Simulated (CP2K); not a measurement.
Consider 2-fluorocarbonylpyrrole at its PBE geometry (Å).

```xyz
12

O     2.6712    1.1315    0.2528
C     2.0390    0.1248    0.0278
F     2.6971   -1.0721   -0.2393
C     0.6076   -0.0394   -0.0089
C    -0.2237   -1.1320   -0.2727
C    -1.5568   -0.6827   -0.1660
C    -1.5166    0.6725    0.1619
N    -0.2101    1.0471    0.2529
H     0.1203   -2.1316   -0.5118
H    -2.4573   -1.2698   -0.3077
H    -2.3185    1.3814    0.3348
H     0.1478    1.9703    0.4765
```

Method: CP2K XAS_TDP, all-electron GAPW, PBEh(45%), aug-cc-pVDZ, TDA, GW2X-corrected core level, no relativity.

Where do the C K-edge lines lie, and how strong are they?

Leading lines: C2 290.39 eV, C4 287.89 eV, C5 286.96 eV, C6 288.20 eV and C7 287.76 eV. The leading line of an atom is its first one with 35 % of the strongest within 2.5 eV of its lowest line over the strength cut. Core ionisation energies at this level: C5 292.41, C6 292.20, C7 293.28, C2 297.40 and C4 293.01 eV.

The first six lines of each atom with a strength over 0.0015:

| atom | energy (eV) | states | strength, one atom | above the computed threshold |
| --- | --- | --- | --- | --- |
| C2 (bonded to C, F and O) | 290.39 | 1 | 0.0674 |  |
|  | 294.98 | 1 | 0.0429 |  |
|  | 295.96 | 1 | 0.0094 |  |
|  | 296.11 | 1 | 0.0128 |  |
|  | 296.66 | 1 | 0.0046 |  |
|  | 296.74 | 1 | 0.0026 |  |
| C4 (bonded to 2 C and N) | 287.89 | 1 | 0.0197 |  |
|  | 290.82 | 1 | 0.0356 |  |
|  | 291.21 | 1 | 0.0034 |  |
|  | 291.79 | 1 | 0.0040 |  |
|  | 291.97 | 1 | 0.0024 |  |
|  | 292.49 | 1 | 0.0073 |  |
| C5 (bonded to 2 C and H) | 286.96 | 1 | 0.0456 |  |
|  | 290.37 | 1 | 0.0064 |  |
|  | 290.54 | 1 | 0.0072 |  |
|  | 291.23 | 1 | 0.0041 |  |
|  | 291.81 | 1 | 0.0034 |  |
|  | 292.45 | 1 | 0.0048 | yes |
| C6 (bonded to 2 C and H) | 288.20 | 1 | 0.0515 |  |
|  | 290.14 | 1 | 0.0089 |  |
|  | 290.94 | 1 | 0.0023 |  |
|  | 291.61 | 1 | 0.0033 |  |
|  | 291.68 | 1 | 0.0017 |  |
|  | 292.90 | 1 | 0.0054 | yes |
| C7 (bonded to C, N and H) | 287.76 | 1 | 0.0501 |  |
|  | 290.86 | 1 | 0.0125 |  |
|  | 291.02 | 1 | 0.0065 |  |
|  | 291.96 | 1 | 0.0020 |  |
|  | 292.20 | 1 | 0.0020 |  |
|  | 292.60 | 1 | 0.0036 |  |

Lines are vertical, at one geometry, with no vibrational structure. GW2X ionisation energies and lines can be off by 1 to 2 eV either way, and a good line position may hide errors that cancel. These values hold no scalar relativity, about 0.1 eV for C 1s. Rydberg lines, and the discretised continuum above threshold, depend on the basis and the box.

[Banner, clock and machine lines of the logs are left out without a mark of their own.]

[Logs are printed without paths, hosts, clocks, repeated set-up lines and the standing remarks that a program may print on its own settings, such as how far it seeks lower states.]

[Hosts, paths, dates, database ids (printed as entryN), source tags and the programs' standing remarks are cut or masked in the printed files.]
